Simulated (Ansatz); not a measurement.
# What Y2SOF2 (built on the sites of a database entry of YSF) distorts into, part 2 of 3

Aim: this structure of Y2SOF2 (built on the sites of a database entry of YSF) is to be tested for unstable modes, and one is followed downhill.

Ansatz 0.2.0; DFT PBEsol, scalar-relativistic, plane waves, PAW.

So far. Step 4 (The mode frozen in, largest atomic shift 0.14 Å): The run ends at a pressure of 0.65 GPa, with forces up to 0.15 eV/Å. Step 5 (Energy along the mode, all amplitudes (two of the runs …): The lowest of the steps tried is at 0.14 Å, 1.89 meV/atom below the parent; the bottom of the well need not coincide with a step.

The structure was built from a prototype and need not be the compound's stable phase.

## (6) Relaxing from the distorted cell

Starting from the lowest point found, all atoms and the cell are let go, so that strain and other modes of the same symmetry can join in.

input.yaml

```yaml
crystal:
  lattice:
    - [3.4651963628, 0.0, 0.0]
    - [0.0, 3.4651963628, 0.0]
    - [0.0, 0.0, 7.1008233715]
  atoms:
    - { symbol: "Y", position: [-0.002498066, 0.5028689619, 0.2022743338] }
    - { symbol: "Y", position: [0.5097491687, -0.0111966592, 0.7487887792] }
    - { symbol: O, position: [-0.0265308204, 0.5304699366, 0.6950974598] }
    - { symbol: S, position: [0.4961875747, 0.0043784684, 0.3631213668] }
    - { symbol: F, position: [-0.0010783446, 0.0046840843, 0.9953590302] }
    - { symbol: F, position: [0.4959214684, 0.5012384499, 0.9953590302] }
kpoints:
  mp_grid: { grid: [8, 8, 4] }
hamiltonian:
  xc: pbesol
scf:
  occupations: { method: fixed }
output:
  forces: true
  stress: true
  eigenvalues: true
relax:
  adjacent_minimum: "off"
  f_tol: 0.002
  max_steps: 120
  cell: { stress_tol: 0.03 }
```

Started as:

```
> ansatz run input.yaml --threads 8 --pin off --max-ram 14336MiB --backend cpu --events-out ev --progress --plain --runs-dir out
```

Numbers of over 12 decimals in the logs are rounded to 6 here.

The log of the run:

```text
[...]
Crystal: 6 atoms, lattice volume = 85.264 Å³
Basis set: ecut = 420 eV, 1643 PW (Γ), exchange–correlation on 48×48×96 points (8 copies of the dense FFT grid, shifted against one another)
Bands: 30, of which v1, the nominal top of the filled ones, is band 24 counted from 1 (23 counted from 0)
Symmetry: 1 space group operations
[...]
k-points: 132 of 256 (time reversal used)
[...]
SCF iter   1: F=—  HF=-10648.364503 eV  |F-HF|=—  |Δ(HF+E_count)|=         —  Δρ=1.57e-2  dr2=1.70e-1  ethr=1.77e-3  ⟨swp⟩=5.0  Hψ=15382  notcnv=0  defer=488
[...]
SCF iter   8: F=-10648.325631 eV  HF=-10648.325631 eV  |F-HF|=1.12e-8  |Δ(HF+E_count)|=   1.04e-7  Δρ=1.06e-5  dr2=3.61e-8  ethr=2.08e-10  ⟨swp⟩=9.7  Hψ=20591  notcnv=0
SCF 1 converged in 8 iterations: F = -10648.325631 eV  dr2 = 3.61e-8
[...]
relax step   1: F+E_penalty+E_count = -10648.32563056 eV  Δ(F+E_penalty+E_count) = +0.000e0 eV  max|allowed force component| = 1.155e-1 eV/Å  Δτ_max = 0.0000 Å  P = +0.649 GPa  Ω = 85.264 Å³  (8 SCF iters, dr2 threshold 1.00e-7 eV, accepted)
Crystal: 6 atoms, lattice volume = 86.008 Å³
Basis set: ecut = 420 eV, 1671 PW (Γ), exchange–correlation on 48×48×96 points (8 copies of the dense FFT grid, shifted against one another)
[...]
iter 1 solved again at ethr=4.04e-5 eV; its pass at ethr=3.10e-3 eV (dr2=1.94e-2 eV) is discarded
[...]
SCF iter   7: F=-10648.329701 eV  HF=-10648.329701 eV  |F-HF|=1.44e-8  |Δ(HF+E_count)|=   3.95e-7  Δρ=3.04e-5  dr2=2.97e-7  ethr=1.25e-9  ⟨swp⟩=11.7  Hψ=22090  notcnv=0
SCF 2 converged in 7 iterations: F = -10648.329701 eV  dr2 = 2.97e-7
relax step   2: F+E_penalty+E_count = -10648.32970131 eV  Δ(F+E_penalty+E_count) = -4.071e-3 eV  max|allowed force component| = 1.920e-1 eV/Å  Δτ_max = 0.0725 Å  P = -0.547 GPa  Ω = 86.008 Å³  energy of the carried Pulay correction = -2.052e-3 eV  (7 SCF iters, dr2 threshold 6.00e-7 eV, accepted)
Crystal: 6 atoms, lattice volume = 85.844 Å³
Basis set: ecut = 420 eV, 1665 PW (Γ), exchange–correlation on 48×48×96 points (8 copies of the dense FFT grid, shifted against one another)
[...]
SCF iter   6: F=-10648.337254 eV  HF=-10648.337254 eV  |F-HF|=7.39e-8  |Δ(HF+E_count)|=   4.18e-7  Δρ=2.78e-5  dr2=2.55e-7  ethr=1.25e-9  ⟨swp⟩=9.5  Hψ=25112  notcnv=0
SCF 3 converged in 6 iterations: F = -10648.337254 eV  dr2 = 2.55e-7
relax step   3: F+E_penalty+E_count = -10648.33725431 eV  Δ(F+E_penalty+E_count) = -7.553e-3 eV  max|allowed force component| = 1.428e-1 eV/Å  Δτ_max = 0.0294 Å  P = -0.213 GPa  Ω = 85.844 Å³  energy of the carried Pulay correction = -1.602e-3 eV  (6 SCF iters, dr2 threshold 6.00e-7 eV, accepted)
[... from here on, the SCF cycles and remarks between the steps are left out ...]
relax step   4: F+E_penalty+E_count = -10648.34480489 eV  Δ(F+E_penalty+E_count) = -7.551e-3 eV  max|allowed force component| = 2.029e-1 eV/Å  Δτ_max = 0.0385 Å  P = -0.335 GPa  Ω = 86.027 Å³  energy of the carried Pulay correction = -2.104e-3 eV  (6 SCF iters, dr2 threshold 6.00e-7 eV, accepted)
relax step   5: F+E_penalty+E_count = -10648.37477929 eV  Δ(F+E_penalty+E_count) = -2.997e-2 eV  max|allowed force component| = 1.303e-1 eV/Å  Δτ_max = 0.1143 Å  P = +0.460 GPa  Ω = 86.252 Å³  energy of the carried Pulay correction = -2.722e-3 eV  (8 SCF iters, dr2 threshold 6.00e-7 eV, accepted)
relax step   6: F+E_penalty+E_count = -10648.28382154 eV  Δ(F+E_penalty+E_count) = +9.096e-2 eV  max|allowed force component| = 1.133e0 eV/Å  Δτ_max = 0.1961 Å  P = +3.256 GPa  Ω = 87.176 Å³  energy of the carried Pulay correction = -5.238e-3 eV  (8 SCF iters, dr2 threshold 6.00e-7 eV, rejected (line search))
relax step   7: F+E_penalty+E_count = -10648.39343441 eV  Δ(F+E_penalty+E_count) = -1.866e-2 eV  max|allowed force component| = 1.888e-1 eV/Å  Δτ_max = 0.0981 Å  P = -0.022 GPa  Ω = 86.779 Å³  energy of the carried Pulay correction = -4.161e-3 eV  (12 SCF iters, accepted)
relax step   8: F+E_penalty+E_count = -10648.39968526 eV  Δ(F+E_penalty+E_count) = -6.251e-3 eV  max|allowed force component| = 3.076e-1 eV/Å  Δτ_max = 0.0837 Å  P = -0.367 GPa  Ω = 87.334 Å³  energy of the carried Pulay correction = -5.667e-3 eV  (7 SCF iters, dr2 threshold 6.00e-7 eV, accepted)
relax step   9: F+E_penalty+E_count = -10648.44455127 eV  Δ(F+E_penalty+E_count) = -4.487e-2 eV  max|allowed force component| = 5.445e-1 eV/Å  Δτ_max = 0.1325 Å  P = +0.143 GPa  Ω = 87.110 Å³  energy of the carried Pulay correction = -5.060e-3 eV  (7 SCF iters, dr2 threshold 6.00e-7 eV, accepted)
relax step  10: F+E_penalty+E_count = -10648.58679349 eV  Δ(F+E_penalty+E_count) = -1.422e-1 eV  max|allowed force component| = 8.549e-1 eV/Å  Δτ_max = 0.2000 Å  P = +0.936 GPa  Ω = 87.010 Å³  energy of the carried Pulay correction = -4.787e-3 eV  (8 SCF iters, dr2 threshold 6.00e-7 eV, accepted)
relax step  11: F+E_penalty+E_count = -10648.69561307 eV  Δ(F+E_penalty+E_count) = -1.088e-1 eV  max|allowed force component| = 2.977e-1 eV/Å  Δτ_max = 0.0894 Å  P = +0.680 GPa  Ω = 87.108 Å³  energy of the carried Pulay correction = -5.053e-3 eV  (7 SCF iters, dr2 threshold 6.00e-7 eV, accepted)
relax step  12: F+E_penalty+E_count = -10648.73124857 eV  Δ(F+E_penalty+E_count) = -3.564e-2 eV  max|allowed force component| = 3.388e-1 eV/Å  Δτ_max = 0.0748 Å  P = +0.873 GPa  Ω = 87.306 Å³  energy of the carried Pulay correction = -5.591e-3 eV  (7 SCF iters, dr2 threshold 6.00e-7 eV, accepted)
relax step  13: F+E_penalty+E_count = -10648.74667564 eV  Δ(F+E_penalty+E_count) = -1.543e-2 eV  max|allowed force component| = 3.544e-1 eV/Å  Δτ_max = 0.1788 Å  P = -0.982 GPa  Ω = 88.423 Å³  energy of the carried Pulay correction = -8.593e-3 eV  (7 SCF iters, dr2 threshold 6.00e-7 eV, accepted)
relax step  14: F+E_penalty+E_count = -10648.51915962 eV  Δ(F+E_penalty+E_count) = +2.275e-1 eV  max|allowed force component| = 1.164e0 eV/Å  Δτ_max = 0.1867 Å  P = -0.635 GPa  Ω = 88.420 Å³  energy of the carried Pulay correction = -8.584e-3 eV  (8 SCF iters, dr2 threshold 6.00e-7 eV, rejected (line search))
relax step  15: F+E_penalty+E_count = -10648.77194726 eV  Δ(F+E_penalty+E_count) = -2.527e-2 eV  max|allowed force component| = 2.616e-1 eV/Å  Δτ_max = 0.0447 Å  P = +0.275 GPa  Ω = 87.898 Å³  energy of the carried Pulay correction = -7.187e-3 eV  (13 SCF iters, accepted)
relax step  16: F+E_penalty+E_count = -10648.77745756 eV  Δ(F+E_penalty+E_count) = -5.510e-3 eV  max|allowed force component| = 1.338e-2 eV/Å  Δτ_max = 0.0232 Å  P = +0.075 GPa  Ω = 87.900 Å³  energy of the carried Pulay correction = -7.191e-3 eV  (6 SCF iters, dr2 threshold 6.00e-7 eV, accepted)
relax step  17: F+E_penalty+E_count = -10648.77745228 eV  Δ(F+E_penalty+E_count) = +5.282e-6 eV  max|allowed force component| = 3.032e-3 eV/Å  Δτ_max = 0.0027 Å  P = -0.023 GPa  Ω = 87.938 Å³  energy of the carried Pulay correction = -7.293e-3 eV  (5 SCF iters, dr2 threshold 1.09e-7 eV, accepted)
relax step  18: F+E_penalty+E_count = -10648.77751241 eV  Δ(F+E_penalty+E_count) = -6.014e-5 eV  max|allowed force component| = 5.774e-4 eV/Å  Δτ_max = 0.0008 Å  P = +0.001 GPa  Ω = 87.917 Å³  energy of the carried Pulay correction = -7.237e-3 eV  (6 SCF iters, dr2 threshold 2.74e-9 eV, accepted)
relax step  19: F+E_penalty+E_count = -10648.94042626 eV  Δ(F+E_penalty+E_count) = -1.629e-1 eV  max|allowed force component| = 5.262e-3 eV/Å  Δτ_max = 0.0000 Å  P = +2.322 GPa  Ω = 87.917 Å³  stress off target by 3.92e0 GPa  SCF on the basis re-selected at this cell (its energy is not comparable with the rows above)  (10 SCF iters)
relax step  20: F+E_penalty+E_count = -10648.97262941 eV  Δ(F+E_penalty+E_count) = -3.220e-2 eV  max|allowed force component| = 2.823e-2 eV/Å  Δτ_max = 0.0559 Å  P = +0.454 GPa  Ω = 89.315 Å³  energy of the carried Pulay correction = -3.785e-3 eV  (7 SCF iters, dr2 threshold 6.00e-7 eV, accepted)
relax step  21: F+E_penalty+E_count = -10648.97353665 eV  Δ(F+E_penalty+E_count) = -9.072e-4 eV  max|allowed force component| = 3.019e-2 eV/Å  Δτ_max = 0.0205 Å  P = +0.003 GPa  Ω = 89.737 Å³  energy of the carried Pulay correction = -4.906e-3 eV  (6 SCF iters, dr2 threshold 6.00e-7 eV, accepted)
relax step  22: F+E_penalty+E_count = -10648.97366303 eV  Δ(F+E_penalty+E_count) = -1.264e-4 eV  max|allowed force component| = 1.896e-3 eV/Å  Δτ_max = 0.0027 Å  P = +0.001 GPa  Ω = 89.711 Å³  energy of the carried Pulay correction = -4.839e-3 eV  (5 SCF iters, dr2 threshold 5.70e-8 eV, accepted)
relax step  23: F+E_penalty+E_count = -10648.98150051 eV  Δ(F+E_penalty+E_count) = -7.837e-3 eV  max|allowed force component| = 2.193e-3 eV/Å  Δτ_max = 0.0000 Å  P = +0.155 GPa  Ω = 89.711 Å³  stress off target by 3.04e-1 GPa  SCF on the basis re-selected at this cell (its energy is not comparable with the rows above)  (7 SCF iters)
relax step  24: F+E_penalty+E_count = -10648.98144843 eV  Δ(F+E_penalty+E_count) = +5.207e-5 eV  max|allowed force component| = 4.342e-3 eV/Å  Δτ_max = 0.0065 Å  P = -0.006 GPa  Ω = 89.840 Å³  energy of the carried Pulay correction = -3.441e-4 eV  (6 SCF iters, dr2 threshold 2.31e-7 eV, accepted)
relax step  25: F+E_penalty+E_count = -10648.98146439 eV  Δ(F+E_penalty+E_count) = -1.596e-5 eV  max|allowed force component| = 3.710e-3 eV/Å  Δτ_max = 0.0020 Å  P = +0.012 GPa  Ω = 89.836 Å³  energy of the carried Pulay correction = -3.334e-4 eV  (6 SCF iters, dr2 threshold 1.18e-9 eV, accepted)
relax step  26: F+E_penalty+E_count = -10648.98145209 eV  Δ(F+E_penalty+E_count) = +1.230e-5 eV  max|allowed force component| = 1.861e-4 eV/Å  Δτ_max = 0.0008 Å  P = +0.000 GPa  Ω = 89.842 Å³  energy of the carried Pulay correction = -3.484e-4 eV  (5 SCF iters, dr2 threshold 8.60e-10 eV, accepted)
[...]
SCF iter   6: F=-10648.981883 eV  HF=-10648.981883 eV  |F-HF|=7.28e-12  |Δ(HF+E_count)|=  2.55e-11  Δρ=7.44e-8  dr2=3.34e-12  ethr=1.00e-12  ⟨swp⟩=5.0  Hψ=15840  notcnv=0
SCF 27 converged in 6 iterations: F = -10648.981883 eV  dr2 = 3.34e-12
relax step  27: F+E_penalty+E_count = -10648.98188291 eV  Δ(F+E_penalty+E_count) = -4.308e-4 eV  max|allowed force component| = 1.655e-4 eV/Å  Δτ_max = 0.0000 Å  P = +0.003 GPa  Ω = 89.842 Å³  stress off target by 1.83e-2 GPa  SCF on the basis re-selected at this cell (its energy is not comparable with the rows above)  (6 SCF iters)
[...]
SCF converged after 6 iterations
Free energy (F): -10648.981883 eV
[...]
Internal energy: -10648.981883 eV  (E = F + TS)
E sigma→0 (E₀):  -10648.981883 eV
Fermi energy:    9.047381 eV
[...]
--- Forces (eV/Å), atoms counted from 1 ---
  atom   1  Y     -0.00005823    -0.00004132    -0.00013522
  atom   2  Y      0.00000014    -0.00006263     0.00001437
  atom   3  O      0.00002973     0.00010070     0.00016543
  atom   4  S     -0.00001347     0.00000649     0.00002650
  atom   5  F     -0.00000123    -0.00001312    -0.00015386
  atom   6  F      0.00004282     0.00000985     0.00008256
  max |Σ_I F_I| component: 2.40e-7 eV/Å
--- Stress (GPa, compression-positive) ---
        0.004089      -0.000016      -0.000222
       -0.000016       0.001191      -0.015827
       -0.000222      -0.015827       0.003584
  P = ⅓ Tr σ = 0.0030 GPa (0.030 kbar)
--- Band table (eV; the first three rows and the last of 132) ---
  k-point 0: bands = [... 20 lower, 6.9170, 7.9568, 9.0319, 9.0474, 11.2214, 12.6667, 13.2035, 14.1049, ... 2 higher]
  k-point 1: bands = [... 20 lower, 6.8687, 7.5638, 9.0129, 9.0209, 11.1131, 12.8523, 13.1458, 14.1960, ... 2 higher]
  k-point 2: bands = [... 20 lower, 6.8202, 7.1366, 8.9792, 9.0092, 10.9630, 13.0948, 13.1639, 14.0628, ... 2 higher]
  k-point 131: bands = [... 20 lower, 7.2883, 7.5123, 7.6623, 8.6320, 13.7879, 13.8617, 14.1855, 14.4868, ... 2 higher]
--- Relaxed structure (24 steps of the walk, 22 accepted, 3 SCFs on fresh bases) ---
  F+E_penalty+E_count = -10648.98188291 eV   max|allowed force component| = 1.655e-4 eV/Å   (the final SCF, on the basis selected at the relaxed cell)
  cell:  # Å, volume = 89.8418 Å³
    - [3.877760, 1.7550848573919441e-6, 3.2527575158079165e-5]
    - [1.7550848573919441e-6, 3.747394, -0.509738]
    - [6.665497181639583e-5, -1.044546, 6.324641]
  atoms:
    - { symbol: Y, position: [-0.00469919, 0.551120, 0.258152] }
    - { symbol: Y, position: [0.495283, -0.201757, 0.751995] }
    - { symbol: O, position: [-0.00471139, 0.724736, 0.605845] }
    - { symbol: S, position: [0.495295, 0.119416, 0.394757] }
    - { symbol: F, position: [-0.00470283, -0.065055, 1.025498] }
    - { symbol: F, position: [0.495286, 0.403982, 0.963753] }
```

Run time: 1.9 min. Hardware: 8 threads of Arm Neoverse V2, shared host; peak memory 0.68 GiB; 15 min of CPU time.

Relaxation path (22 of 27):

```csv
step,energy less that of the first step (eV),largest force component (eV/Å),pressure (GPa),volume (Å³)
1,0.0000,0.1155,0.65,85.26
2,-0.0041,0.1920,-0.55,86.01
3,-0.0116,0.1428,-0.21,85.84
5,-0.0491,0.1303,0.46,86.25
6,0.0418,1.1326,3.26,87.18
7,-0.0678,0.1888,-0.02,86.78
8,-0.0741,0.3076,-0.37,87.33
10,-0.2612,0.8549,0.94,87.01
11,-0.3700,0.2977,0.68,87.11
12,-0.4056,0.3388,0.87,87.31
13,-0.4210,0.3544,-0.98,88.42
15,-0.4463,0.2616,0.28,87.90
16,-0.4518,0.0134,0.07,87.90
17,-0.4518,0.0030,-0.02,87.94
18,-0.4519,0.0006,0.00,87.92
20,-0.6470,0.0282,0.45,89.31
21,-0.6479,0.0302,0.00,89.74
22,-0.6480,0.0019,0.00,89.71
23*,-0.6559,0.0022,0.16,89.71
25,-0.6558,0.0037,0.01,89.84
26,-0.6558,0.0002,0.00,89.84
27*,-0.6563,0.0002,0.00,89.84
```

Relaxation steps marked * repeat the geometry before them on a plane-wave basis chosen anew for their cell, so energy and pressure can jump there. Other such steps can lie between the rows shown. Relaxation steps 6, 14 were tried and not accepted.

```csv
cell as run,before,after,change
a (Å),3.465,3.878,+11.9 %
b (Å),3.465,3.782,+9.1 %
c (Å),7.101,6.410,-9.7 %
α (°),90.00,107.12,+19.0 %
volume (Å³/atom),14.21,14.97,+5.4 %
```

The atoms that moved most (Å, as changes of fractional coordinates times the final cell):

```csv
atom,dx,dy,dz,length
O3,0.085,0.821,-0.664,1.059
Y2,-0.056,-0.717,0.117,0.729
S4,-0.003,0.398,0.141,0.422
F5,-0.014,-0.293,0.226,0.370
F6,-0.002,-0.331,-0.150,0.364
Y1,-0.009,0.122,0.329,0.351
```

The relaxed structure:

```xyz
6
Lattice="3.8778 0.0000 0.0000 0.0000 3.7474 -0.5097 0.0001 -1.0445 6.3246" Properties=species:S:1:pos:R:3 pbc="T T T"
Y    -0.0182    1.7956    1.3518
Y     1.9206   -1.5416    4.8590
O    -0.0182    2.0830    3.4623
S     1.9207    0.0352    2.4358
F    -0.0182   -1.3150    6.5191
F     1.9207    0.5072    5.8895
```

This step gave:

```yaml
pressure: 0.002955 GPa
gap_on_the_k_mesh: 1.916 eV
volume_per_atom: 14.97 Å³
```

The distorted start has space group P1; the relaxation ends in Amm2.

## (7) The new phase in its own primitive cell

The relaxed structure is symmetrised, reduced to its primitive cell and relaxed tightly, as its phonons need.

input.yaml

```yaml
crystal:
  lattice:
    - [3.8777603364, 0.0, 0.0]
    - [0.0, 1.8909519902, 6.126143185]
    - [0.0, -1.8909519902, 6.126143185]
  atoms:
    - { symbol: "Y", position: [0.5, 0.2927374417, 0.2927374417] }
    - { symbol: "Y", position: [0.0, 0.0458161361, 0.0458161361] }
    - { symbol: O, position: [0.5, 0.1188910742, 0.1188910742] }
    - { symbol: S, position: [0.0, 0.7244352946, 0.7244352946] }
    - { symbol: F, position: [0.5, 0.9090644048, 0.9090644048] }
    - { symbol: F, position: [0.0, 0.4399372001, 0.4399372001] }
kpoints:
  mp_grid: { grid: [6, 6, 6] }
hamiltonian:
  xc: pbesol
scf:
  occupations: { method: fixed }
output:
  forces: true
  stress: true
  eigenvalues: true
relax:
  adjacent_minimum: "off"
  f_tol: 0.001
  max_steps: 60
  cell: { stress_tol: 0.01 }
```

The log of the run:

```text
[...]
Crystal: 6 atoms, lattice volume = 89.842 Å³
Basis set: ecut = 420 eV, 1751 PW (Γ), exchange–correlation on 54×90×90 points (8 copies of the dense FFT grid, shifted against one another)
Bands: 30, of which v1, the nominal top of the filled ones, is band 24 counted from 1 (23 counted from 0)
Symmetry: 4 space group operations
[...]
k-points: 52 of 216 (time reversal used)
[...]
cell:  # Å, volume = 89.8459 Å³
    - [3.877919, 0.0, 0.0]
    - [0.0, 1.891087, 6.125735]
    - [0.0, -1.891087, 6.125735]
  atoms:
    - { symbol: Y, position: [0.500000, 0.292746, 0.292746] }
    - { symbol: Y, position: [0.0, 0.045819, 0.045819] }
    - { symbol: O, position: [0.500000, 0.118889, 0.118889] }
    - { symbol: S, position: [0.0, 0.724433, 0.724433] }
    - { symbol: F, position: [0.500000, 0.909061, 0.909061] }
    - { symbol: F, position: [0.0, 0.439933, 0.439933] }
[key lines of the parts left out:]
SCF converged after 5 iterations
Free energy (F): -10648.981359 eV
Fermi energy:    9.047507 eV
P = ⅓ Tr σ = -0.0001 GPa (-0.001 kbar)
```

It took 8 s on 8 threads; peak memory 0.53 GiB; 59 s of CPU time.

Little changed from the start: no atom moved by 0.005 Å and no cell edge by 0.1 %.

This step gave:

| Quantity | Value |
| --- | --- |
| pressure | -8.48e-5 GPa |
| gap on the k-mesh | 1.915 eV |
| direct gap on mesh | 1.954 eV |

The largest force component left is 0.61 meV/Å and the pressure is 0.000 GPa, within the tolerances set. The cell now holds 14.97 Å³/atom.

[end of part 2 of 3]

[Logs are printed without paths, hosts, clocks, repeated set-up lines and the standing remarks that a program may print on its own settings, such as how far it seeks lower states.]

[Hosts, paths, dates, database ids (printed as entryN), source tags and the programs' standing remarks are cut or masked in the printed files.]
